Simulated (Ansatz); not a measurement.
Rows from a G0W0 calculation on BaSrYNbO6 (F-43m) (Ansatz 0.2.0; G0W0 on PBE with a share 0.4 of screened exact exchange (omega 0.2078 1/A), plane waves, PAW; PAW set soft_1; 2×2×2 mesh, 641 empty bands, screening to 150 eV, PAW set soft_1 files), in eV. Spin-orbit coupling is left out.

```
row  k  band   start       Σx  Σc at the solution      Vxc
  A  Γ    v1   7.012  -25.559               3.837  -22.181
  B  Γ    c1  12.285  -10.570              -4.497  -15.438
```

Question: Work out each quasiparticle level and how far it moved.

The quasiparticle equation reads E = start + Σx + Σc(E) − Vxc.

| row | E (eV) | shift (eV) |
| --- | --- | --- |
| A | 7.471 | +0.460 |
| B | 12.656 | +0.371 |

Limits: not at the basis limit; no spin-orbit coupling; coarse k mesh.

[Paths, hosts, dates, memory and timing lines, banners, echoed tables and standing remarks are left out of the program output.]

[Logs are printed without paths, hosts, clocks, repeated set-up lines and the standing remarks that a program may print on its own settings, such as how far it seeks lower states.]

[Runs of the session that timed out or met a known fault of the program may be left out.]

[Cells called generated may have been cut or substituted from an entry of the Crystallography Open Database or the Materials Project.]

[Hosts, paths, dates, database ids (printed as entryN), source tags and the programs' standing remarks are cut or masked in the printed files.]
